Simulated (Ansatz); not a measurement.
**PtSe2 monolayer (2H): modes against uniaxial strain along the armchair direction, normal to a, with the width clamped**

Aim: how do the optical modes of PtSe2 monolayer (2H) shift and split under this strain?

Calculated with Ansatz 0.2.0; DFT PBE, scalar-relativistic, plane waves, PAW; PAW set soft_1.

## (1) The structure

The cell holds 3 atoms: 1 Pt and 2 Se. Its edges and angles: a = 3.650 Å, b = 3.650 Å, c = 30.460 Å, α = 90.0°, β = 90.0°, γ = 120.0°. Vacuum lies along c. The height across the vacuum is the one that the program set for its solve, not the one typed.

## (2) A rough relaxation first

The start is far from rest, so a relaxation with loose tolerances brings it close first. The program lengthens the typed cell of 20.0 Å along the normal to 30.5 Å, as its cut-off of the electrostatics needs, and moves no atom.

input.yaml reads:

```yaml
crystal:
  lattice:
    - [3.65, 0.0, 0.0]
    - [-1.825, 3.16099, 0.0]
    - [0.0, 0.0, 20.0]
  atoms:
    - { symbol: Pt, position: [0.333333, 0.666667, 0.5] }
    - { symbol: Se, position: [0.666667, 0.333333, 0.58325] }
    - { symbol: Se, position: [0.666667, 0.333333, 0.41675] }
  periodic: [true, true, false]
kpoints:
  mp_grid: { grid: [6, 6, 1] }
hamiltonian:
  xc: pbe
  pseudopotentials: { kind: paw, azcp: { folder: soft_1 } }
scf:
  occupations: { method: gaussian, width: 0.1 }
output:
  forces: true
  stress: true
  eigenvalues: true
relax:
  adjacent_minimum: "off"
  f_tol: 0.05
  max_steps: 80
  cell: { stress_2d_tol: 0.02 }
```

Run with:

```console
$ ansatz run input.yaml --threads 4 --pin off --max-ram 16384MiB --backend cpu --events-out ev --progress --plain --runs-dir out
```

Numbers of over 12 decimals in the logs are rounded to 6 here.

Output:

```text
[...]
F+E_penalty+E_count = -23462.71870971 eV   max|allowed force component| = 2.686e-4 eV/Å   (the final SCF, on the basis selected at the relaxed cell)
  cell:  # Å, volume = 346.4721 Å³
    - [3.624131, 0, 0.0]
    - [-1.812065, 3.138589, 0.0]
    - [0.0, 0.0, 30.46]
  atoms:
    - { symbol: Pt, position: [0.333333, 0.666667, 0.328299] }
    - { symbol: Se, position: [0.666667, 0.333333, 0.377010] }
    - { symbol: Se, position: [0.666667, 0.333333, 0.279589] }
[key lines of the parts left out:]
SCF converged after 8 iterations
Free energy (F): -23462.718710 eV
Fermi energy:    -4.832478 eV
P = ½ c Tr σ = -0.0064 N/m
```

Wall time 11 s (4 threads of Arm Neoverse V1, shared host); peak memory 0.65 GiB; 42 s of CPU time.

The steps of the relaxation:

```tsv
step	energy less that of the first step (eV)	largest force component (eV/Å)	volume (Å³)
1	0.0000	1.6435	351.44
2	-0.3507	0.1576	346.17
3	-0.3528	0.0415	346.73
4	-0.3530	0.0004	346.47
5*	-0.3527	0.0003	346.47
```

Relaxation steps marked * repeat the geometry before them on a plane-wave basis chosen anew for their cell, so energy and pressure can jump there.

Forces are held to the 12 operations that the run works with; a distortion that breaks them can't arise in this run.

```tsv
cell as run	before	after	change
a (Å)	3.650	3.624	-0.7 %
b (Å)	3.650	3.624	-0.7 %
```

The atoms that moved most (Å, along periodic axes as changes of fractional coordinates times the final cell, across vacuum about the mean position):

```tsv
atom	dx	dy	dz	length
Se3	0.000	0.000	0.181	0.181
Se2	0.000	0.000	-0.181	0.181
```

Final coordinates:

```
Pt Se
1.0
     3.62413    0.00000    0.00000
    -1.81207    3.13859    0.00000
     0.00000    0.00000   30.46000
Pt Se
1 2
Direct
  0.33333 0.66667 0.32830
  0.66667 0.33333 0.37701
  0.66667 0.33333 0.27959
```

This step gave:

- gap on the k-mesh: 0 eV
- area per atom: 3.792 Å²

The relaxation ends with a largest force component of 2.7e-4 eV/Å.

## (3) Bringing the structure to rest

The cell and atoms are relaxed, since residual forces and stress would shift the frequencies.

input.yaml reads:

```yaml
crystal:
  lattice:
    - [3.6241308874, 0.0, 0.0]
    - [-1.8120654437, 3.1385894152, 0.0]
    - [0.0, 0.0, 30.46]
  atoms:
    - { symbol: Pt, position: [0.3333333333, 0.6666666667, 0.3282994091] }
    - { symbol: Se, position: [0.6666666667, 0.3333333333, 0.3770101079] }
    - { symbol: Se, position: [0.6666666667, 0.3333333333, 0.2795887102] }
  periodic: [true, true, false]
kpoints:
  mp_grid: { grid: [15, 15, 1] }
hamiltonian:
  xc: pbe
  pseudopotentials: { kind: paw, azcp: { folder: soft_1 } }
scf:
  occupations: { method: gaussian, width: 0.1 }
output:
  forces: true
  stress: true
  eigenvalues: true
  write_density: true
  write_potential: true
  elf: true
  volumetric_format: npy
relax:
  adjacent_minimum: "off"
  f_tol: 0.005
  max_steps: 80
  cell: { stress_2d_tol: 0.02 }
```

Output:

```text
[...]
Crystal: 3 atoms, lattice volume = 346.472 Å³
Basis set: ecut = 420 eV, 6653 PW (Γ), exchange–correlation on 50×50×432 points (8 copies of the dense FFT grid, shifted against one another)
Bands: 30, of which v1, the nominal top of the filled ones, is band 25 counted from 1 (24 counted from 0)
Symmetry: 12 space group operations
[...]
k-points: 27 of 225 (time reversal used)
[...]
SCF iter   1: F=—  HF=-23463.264824 eV  |F-HF|=—  |Δ(HF+E_count)|=         —  Δρ=2.86e-2  dr2=3.11e0  ethr=3.10e-3  ⟨swp⟩=12.7  Hψ=4733  notcnv=0
[...]
SCF iter   9: F=-23462.712386 eV  HF=-23462.712386 eV  |F-HF|=4.92e-9  |Δ(HF+E_count)|=   6.45e-8  Δρ=4.48e-7  dr2=1.79e-9  ethr=3.39e-11  ⟨swp⟩=11.2  Hψ=5956  notcnv=0
SCF 1 converged in 9 iterations: F = -23462.712386 eV  dr2 = 1.79e-9
[...]
relax step   1: F+E_penalty+E_count = -23462.71238618 eV  Δ(F+E_penalty+E_count) = +0.000e0 eV  max|allowed force component| = 2.546e-2 eV/Å  Δτ_max = 0.0000 Å  P = +0.045 N/m  Ω = 346.472 Å³  fix = [c, alpha, beta]  reactions: c +0.000 N/m  (9 SCF iters, dr2 threshold 1.00e-7 eV, accepted)
Crystal: 3 atoms, lattice volume = 347.285 Å³
Basis set: ecut = 420 eV, 6689 PW (Γ), exchange–correlation on 50×50×432 points (8 copies of the dense FFT grid, shifted against one another)
[...]
SCF iter   5: F=-23462.712541 eV  HF=-23462.712541 eV  |F-HF|=4.63e-8  |Δ(HF+E_count)|=   1.88e-7  Δρ=1.31e-6  dr2=1.19e-8  ethr=8.10e-11  ⟨swp⟩=16.1  Hψ=8327  notcnv=0
SCF 2 converged in 5 iterations: F = -23462.712541 eV  dr2 = 1.19e-8
relax step   2: F+E_penalty+E_count = -23462.71254108 eV  Δ(F+E_penalty+E_count) = -1.549e-4 eV  max|allowed force component| = 1.476e-2 eV/Å  Δτ_max = 0.0063 Å  P = +0.099 N/m  Ω = 347.285 Å³  energy of the carried Pulay correction = -3.201e-5 eV  fix = [c, alpha, beta]  reactions: c +0.000 N/m  (5 SCF iters, dr2 threshold 4.05e-8 eV, accepted)
Crystal: 3 atoms, lattice volume = 347.703 Å³
Basis set: ecut = 420 eV, 6701 PW (Γ), exchange–correlation on 50×50×432 points (8 copies of the dense FFT grid, shifted against one another)
[...]
SCF iter   5: F=-23462.712575 eV  HF=-23462.712575 eV  |F-HF|=4.46e-9  |Δ(HF+E_count)|=  7.24e-10  Δρ=2.82e-7  dr2=3.54e-10  ethr=2.93e-11  ⟨swp⟩=13.9  Hψ=6552  notcnv=0
SCF 3 converged in 5 iterations: F = -23462.712575 eV  dr2 = 3.54e-10
relax step   3: F+E_penalty+E_count = -23462.71257525 eV  Δ(F+E_penalty+E_count) = -3.418e-5 eV  max|allowed force component| = 4.524e-3 eV/Å  Δτ_max = 0.0003 Å  P = +0.034 N/m  Ω = 347.703 Å³  energy of the carried Pulay correction = -4.843e-5 eV  fix = [c, alpha, beta]  reactions: c +0.000 N/m  (5 SCF iters, dr2 threshold 1.47e-8 eV, accepted)
[...]
relax step   4: F+E_penalty+E_count = -23462.71257260 eV  Δ(F+E_penalty+E_count) = +2.653e-6 eV  max|allowed force component| = 9.271e-6 eV/Å  Δτ_max = 0.0004 Å  P = +0.000 N/m  Ω = 347.956 Å³  energy of the carried Pulay correction = -5.837e-5 eV  fix = [c, alpha, beta]  reactions: c +0.000 N/m  (5 SCF iters, dr2 threshold 1.75e-9 eV, accepted)
[...]
SCF iter   7: F=-23462.712632 eV  HF=-23462.712632 eV  |F-HF|=2.33e-10  |Δ(HF+E_count)|=   3.05e-9  Δρ=9.75e-9  dr2=5.13e-13  ethr=1.00e-12  ⟨swp⟩=7.7  Hψ=4144  notcnv=0
SCF 5 converged in 7 iterations: F = -23462.712632 eV  dr2 = 5.13e-13
relax step   5: F+E_penalty+E_count = -23462.71263245 eV  Δ(F+E_penalty+E_count) = -5.985e-5 eV  max|allowed force component| = 5.287e-5 eV/Å  Δτ_max = 0.0000 Å  P = -0.000 N/m  Ω = 347.956 Å³  fix = [c, alpha, beta]  reactions: c -0.000 N/m  stress off target by 7.97e-5 N/m on what of the cell is left free  SCF on the basis re-selected at this cell (its energy is not comparable with the rows above)  (7 SCF iters)
basis re-selected at this cell: Δ(F+E_penalty+E_count) = -5.985e-5 eV, ΔP = -0.000 N/m vs the last step (what re-selecting the basis moved, of the pressure what is left beyond the Pulay correction that the steps carried, after the strain that the cell walked since its last selection, with what the two solves' SCF thresholds leave and, on support functions, any second-order correction that the steps lacked; it is no m [...]
SCF converged after 7 iterations
Free energy (F): -23462.712632 eV
[...]
Internal energy: -23462.702856 eV  (E = F + TS)
E sigma→0 (E₀):  -23462.707744 eV
Entropy (-TS):   -0.009776 eV (-3.259 meV/atom)
Fermi energy:    -4.721260 eV
[...]
--- Forces (eV/Å), atoms counted from 1 ---
  atom   1  Pt     0.00000000     0.00000000     0.00000000
  atom   2  Se     0.00000000    -0.00000000    -0.00005287
  atom   3  Se    -0.00000000    -0.00000000     0.00005287
  max |Σ_I F_I| component: 2.54e-16 eV/Å
--- 2D stress c σ (N/m, compression-positive) ---
       -0.000080      -0.000000      -0.000000
       -0.000000      -0.000080       0.000000
       -0.000000       0.000000      -0.000000
  P = ½ c Tr σ = -0.0001 N/m
--- Band table (eV; the first three rows and the last of 27) ---
  k-point 0: bands = [... 21 lower, -7.2518, -6.2509, -4.1522, -4.1522, -3.9301, -3.9301, -2.0926, -0.4110, ... 1 higher]
  k-point 1: bands = [... 21 lower, -7.3019, -6.1915, -4.3466, -4.1804, -4.1090, -4.0325, -1.7850 (-1.7850°), -0.3317, ... 1 higher]
  k-point 2: bands = [... 21 lower, -7.4525, -6.0884, -4.7340, -4.6554, -4.3109, -3.9931, -1.1756 (-1.1756°), -0.1194, ... 1 higher]
  k-point 26: bands = [... 21 lower, -8.2008, -7.8400, -7.6581, -5.4858, -4.2724, -3.5733, -0.2934, 0.2608, ... 1 higher]
  ° read free of the cell's end (the report's vacuum.weakly_bound_levels)
--- Relaxed structure (4 steps of the walk, 4 accepted, 1 SCFs on fresh bases) ---
[...]
cell:  # Å, volume = 347.9561 Å³
    - [3.631884, 0, 0]
    - [-1.815942, 3.145304, 0]
    - [0, 0, 30.46]
  atoms:
    - { symbol: Pt, position: [0.333333, 0.666667, 0.328299] }
    - { symbol: Se, position: [0.666667, 0.333333, 0.376782] }
    - { symbol: Se, position: [0.666667, 0.333333, 0.279817] }
```

Elapsed: 45 s, on 4 threads; peak memory 0.77 GiB; 2.9 min of CPU time.

The steps of the relaxation:

```tsv
step	energy less that of the first step (eV)	largest force component (eV/Å)	volume (Å³)
1	0.0000	0.0255	346.47
2	-0.0002	0.0148	347.28
3	-0.0002	0.0045	347.70
4	-0.0002	0.0000	347.96
5*	-0.0002	0.0001	347.96
```

Relaxation steps marked * repeat the geometry before them on a plane-wave basis chosen anew for their cell, so energy and pressure can jump there.

The run keeps the 12 symmetry operations that it works with, so distortions that break them were not tested.

```tsv
cell as run	before	after	change
a (Å)	3.624	3.632	+0.2 %
b (Å)	3.624	3.632	+0.2 %
```

The relaxed structure:

```xyz
3
Lattice="3.6319 0.0000 0.0000 -1.8159 3.1453 0.0000 0.0000 0.0000 30.4600" Properties=species:S:1:pos:R:3
Pt    0.0000    2.0969   10.0000
Se    1.8159    1.0484   11.4768
Se    1.8159    1.0484    8.5232
```

Numbers from this step:

```
area per atom : 3.808 Å²
```

ELF in the ac plane at fractional y = 0.333, with atoms of Se within 0.2 Å of it. It is the smooth field of the valence electrons, not physical close to the nuclei.

Ten even steps from '0' (0.00) to '9' (0.78), each cell a mean:
```
00000000000000
00000000000000
00000000000000
00000000000000
00000000000000
00000000000000
00000000000000
00000000000000
00000000000000
00000000000000
00000000000000
00000000000000
00000000000000
10001256777653
62114899877999
43334566655666
43334566555665
62124899766899
20001357888764
00000000000000
00000000000000
00000000000000
00000000000000
00000000000000
```
Columns run along a (3.6 Å), rows up along c (30.5 Å). Atoms in or near the plane, at fractional coordinates: Se at (0.67, 0.38), Se at (0.67, 0.28).

Electrostatic potential energy in the ac plane at fractional y = 0.333, with atoms of Se within 0.2 Å of it. With pseudopotentials it is smooth inside the atoms' cores, unlike the true potential.

Ten even steps from '_' (-17 eV) to '@' (0 eV), each cell a mean:
```
@@@@@@@@@@@@@@@@@@@@@@@@@@@@
@@@@@@@@@@@@@@@@@@@@@@@@@@@@
@@@@@@@@@@@@@@@@@@@@@@@@@@@@
@@@@@@@@@@@@@@@@@@@@@@@@@@@@
@@@@@@@@@@@@@@@@@@@@@@@@@@@@
@@@@@@@@@@@@@@@@@@@@@@@@@@@@
@@@@@@@@@@@@@@@@@@@@@@@@@@@@
@@@@@@@@@@@@@@@@@@@@@@@@@@@@
@@@@@@@@@@@@@@@@@@@@@@@@@@@@
@@@@@@@@@@@@@@@@@@@@@@@@@@@@
@@@@@@@@@@@@@@@@@@@@@@@@@@@@
@@@@@@@@@@@@@@@@@@@@@@@@@@@@
@@@@@@@@@@@@@@@@@@@@@@@@@@@@
@@@@@@@@@@@@@@@@@@@@@@@@@@@@
##%%@@@@%%**..__--====....==
****++++**++--::::--::::::++
**++++++++++==::::--::::--++
##%%@@%%%%++..__--++==____--
@@@@@@@@@@@@@@@@%%%%%%%%@@@@
@@@@@@@@@@@@@@@@@@@@@@@@@@@@
@@@@@@@@@@@@@@@@@@@@@@@@@@@@
@@@@@@@@@@@@@@@@@@@@@@@@@@@@
@@@@@@@@@@@@@@@@@@@@@@@@@@@@
@@@@@@@@@@@@@@@@@@@@@@@@@@@@
```
Columns run along a (3.6 Å; values clipped at the 3rd and 97th percentile), rows up along c (30.5 Å). Atoms in or near the plane, at fractional coordinates: Se at (0.67, 0.38), Se at (0.67, 0.28).

Valence density in the ac plane at fractional y = 0.333, with atoms of Se within 0.2 Å of it. It is the smooth field of the valence electrons, not physical close to the nuclei.

Ten steps, logarithmic in the rise over the least value, from '0' (0 e/Å³) to '9' (20 e/Å³), each cell a mean:
```
00000000000000
00000000000000
00000000000000
00000000000000
00000000000000
00000000000000
00000000000000
00000000000000
00000000000000
00000000000000
00000000000000
00000000000000
00000000000000
00000000000000
10001124898532
22222223676422
22222223565322
10001134899632
00000000010000
00000000000000
00000000000000
00000000000000
00000000000000
00000000000000
```
Columns run along a (3.6 Å), rows up along c (30.5 Å). Atoms in or near the plane, at fractional coordinates: Se at (0.67, 0.38), Se at (0.67, 0.28).

## (4) Tight relaxation

Phonons need small forces and stress, so the relaxation is finished with tight tolerances on 15×15×1 k points.

input.yaml, the sections that differ from step 3:

```yaml
crystal:
  lattice:
    - [3.6318837562, 0.0, 0.0]
    - [-1.8159418781, 3.1453035964, 0.0]
    - [0.0, 0.0, 30.46]
  atoms:
    - { symbol: Pt, position: [0.3333333333, 0.6666666667, 0.3282994091] }
    - { symbol: Se, position: [0.6666666667, 0.3333333333, 0.3767816303] }
    - { symbol: Se, position: [0.6666666667, 0.3333333333, 0.2798171878] }
  periodic: [true, true, false]
scf:
  occupations: { method: methfessel_paxton, width: 0.2 }
relax:
  adjacent_minimum: "off"
  f_tol: 0.001
  max_steps: 60
  cell: { stress_2d_tol: 0.002 }
# kpoints, hamiltonian, output: as in step 3
```

Output:

```text
[...]
Crystal: 3 atoms, lattice volume = 347.956 Å³
Basis set: ecut = 420 eV, 6701 PW (Γ), exchange–correlation on 50×50×432 points (8 copies of the dense FFT grid, shifted against one another)
Bands: 30, of which v1, the nominal top of the filled ones, is band 25 counted from 1 (24 counted from 0)
Symmetry: 12 space group operations
[...]
° read free of the cell's end (the report's vacuum.weakly_bound_levels)
--- Relaxed structure (4 steps of the walk, 4 accepted, 1 SCFs on fresh bases) ---
[...]
cell:  # Å, volume = 348.6785 Å³
    - [3.635652, 0, 0]
    - [-1.817826, 3.148567, 0]
    - [0, 0, 30.46]
  atoms:
    - { symbol: Pt, position: [0.333333, 0.666667, 0.328299] }
    - { symbol: Se, position: [0.666667, 0.333333, 0.376669] }
    - { symbol: Se, position: [0.666667, 0.333333, 0.279930] }
[key lines of the parts left out:]
SCF converged after 8 iterations
Free energy (F): -23462.706953 eV
Fermi energy:    -4.714707 eV
P = ½ c Tr σ = -0.0001 N/m
```

It took 42 s on 4 threads; peak memory 0.77 GiB.

Step by step:

```tsv
step	energy less that of the first step (eV)	largest force component (eV/Å)	volume (Å³)
1	0.0000	0.0126	347.96
2	0.0000	0.0070	348.33
3	0.0000	0.0023	348.54
4	0.0000	0.0000	348.68
5*	-0.0001	0.0000	348.68
```

Relaxation steps marked * repeat the geometry before them on a plane-wave basis chosen anew for their cell, so energy and pressure can jump there.

Forces are held to the 12 operations that the run works with; a distortion that breaks them can't arise in this run.

```tsv
cell as run	before	after	change
a (Å)	3.632	3.636	+0.1 %
b (Å)	3.632	3.636	+0.1 %
```

Final coordinates:

```cif
data_structure
_symmetry_space_group_name_H-M 'P 1'
_symmetry_Int_Tables_number 1
_cell_length_a 3.6357
_cell_length_b 3.6357
_cell_length_c 30.4600
_cell_angle_alpha 90.000
_cell_angle_beta 90.000
_cell_angle_gamma 120.000
_cell_volume 348.68
loop_
_atom_site_label
_atom_site_type_symbol
_atom_site_fract_x
_atom_site_fract_y
_atom_site_fract_z
_atom_site_occupancy
Pt1 Pt 0.33333 0.66667 0.32830 1
Se2 Se 0.66667 0.33333 0.37667 1
Se3 Se 0.66667 0.33333 0.27993 1
```

Numbers from this step:

```yaml
area_per_atom: 3.816 Å²
```

Electrostatic potential energy in the ac plane at fractional y = 0.333, with atoms of Se within 0.2 Å of it. With pseudopotentials it is smooth inside the atoms' cores, unlike the true potential.

Ten even steps from '_' (-16 eV) to '@' (0 eV), each cell a mean:
```
@@@@@@@@@@@@@@@@@@@@@@@@@@@@
@@@@@@@@@@@@@@@@@@@@@@@@@@@@
@@@@@@@@@@@@@@@@@@@@@@@@@@@@
@@@@@@@@@@@@@@@@@@@@@@@@@@@@
@@@@@@@@@@@@@@@@@@@@@@@@@@@@
@@@@@@@@@@@@@@@@@@@@@@@@@@@@
@@@@@@@@@@@@@@@@@@@@@@@@@@@@
@@@@@@@@@@@@@@@@@@@@@@@@@@@@
@@@@@@@@@@@@@@@@@@@@@@@@@@@@
@@@@@@@@@@@@@@@@@@@@@@@@@@@@
@@@@@@@@@@@@@@@@@@@@@@@@@@@@
@@@@@@@@@@@@@@@@@@@@@@@@@@@@
@@@@@@@@@@@@@@@@@@@@@@@@@@@@
@@@@@@@@@@@@@@@@@@@@@@@@@@@@
##%%@@@@%%**..__--====....==
****++++**++--::::--::..::++
**++++++++++==::::--::::--++
##%%@@%%%%++..__--++==____--
@@@@@@@@@@@@@@@@%%%%%%%%@@@@
@@@@@@@@@@@@@@@@@@@@@@@@@@@@
@@@@@@@@@@@@@@@@@@@@@@@@@@@@
@@@@@@@@@@@@@@@@@@@@@@@@@@@@
@@@@@@@@@@@@@@@@@@@@@@@@@@@@
@@@@@@@@@@@@@@@@@@@@@@@@@@@@
```
Columns run along a (3.6 Å; values clipped at the 3rd and 97th percentile), rows up along c (30.5 Å). Atoms in or near the plane, at fractional coordinates: Se at (0.67, 0.38), Se at (0.67, 0.28).

Valence density in the ac plane at fractional y = 0.333, with atoms of Se within 0.2 Å of it. It is the smooth field of the valence electrons, not physical close to the nuclei.

Values in e/Å³, 24 rows by 14 columns, each cell a mean:
```
 0  0  0  0  0  0  0  0  0  0  0  0  0  0
 0  0  0  0  0  0  0  0  0  0  0  0  0  0
 0  0  0  0  0  0  0  0  0  0  0  0  0  0
 0  0  0  0  0  0  0  0  0  0  0  0  0  0
 0  0  0  0  0  0  0  0  0  0  0  0  0  0
 0  0  0  0  0  0  0  0  0  0  0  0  0  0
 0  0  0  0  0  0  0  0  0  0  0  0  0  0
 0  0  0  0  0  0  0  0  0  0  0  0  0  0
 0  0  0  0  0  0  0  0  0  0  0  0  0  0
 0  0  0  0  0  0  0  0  0  0  0  0  0  0
 0  0  0  0  0  0  0  0  0  0  0  0  0  0
 0  0  0  0  0  0  0  0  0  0  0  0  0  0
 0  0  0  0  0  0  0  0  0  0  0  0  0  0
 0  0  0  0  0  0  0  0  0  0  0  0  0  0
 0  0  0  0  0  0  1  2  8 17 12  3  1  0
 0  0  0  0  0  0  0  1  3  6  4  1  1  0
 0  0  0  0  0  0  0  1  2  3  3  1  0  0
 0  0  0  0  0  0  1  2  9 20 14  3  1  0
 0  0  0  0  0  0  0  0  0  0  0  0  0  0
 0  0  0  0  0  0  0  0  0  0  0  0  0  0
 0  0  0  0  0  0  0  0  0  0  0  0  0  0
 0  0  0  0  0  0  0  0  0  0  0  0  0  0
 0  0  0  0  0  0  0  0  0  0  0  0  0  0
 0  0  0  0  0  0  0  0  0  0  0  0  0  0
```
Columns run along a (3.6 Å), rows up along c (30.5 Å). Atoms in or near the plane, at fractional coordinates: Se at (0.67, 0.38), Se at (0.67, 0.28).

ELF in the ac plane at fractional y = 0.333, with atoms of Se within 0.2 Å of it. It is the smooth field of the valence electrons, not physical close to the nuclei.

Ten even steps from '0' (0.00) to '9' (0.78), each cell a mean:
```
00000000000000
00000000000000
00000000000000
00000000000000
00000000000000
00000000000000
00000000000000
00000000000000
00000000000000
00000000000000
00000000000000
00000000000000
00000000000000
10001256777653
62114899877999
43334566655666
43334566555665
62124899766899
20001357888764
00000000000000
00000000000000
00000000000000
00000000000000
00000000000000
```
Columns run along a (3.6 Å), rows up along c (30.5 Å). Atoms in or near the plane, at fractional coordinates: Se at (0.67, 0.38), Se at (0.67, 0.28).

The largest force component left is 0.043 meV/Å, within the tolerances set.

(Part 1 of 2 ends here.)

[Logs are printed without paths, hosts, clocks, repeated set-up lines and the standing remarks that a program may print on its own settings, such as how far it seeks lower states.]

[Hosts, paths, dates, database ids (printed as entryN), source tags and the programs' standing remarks are cut or masked in the printed files.]
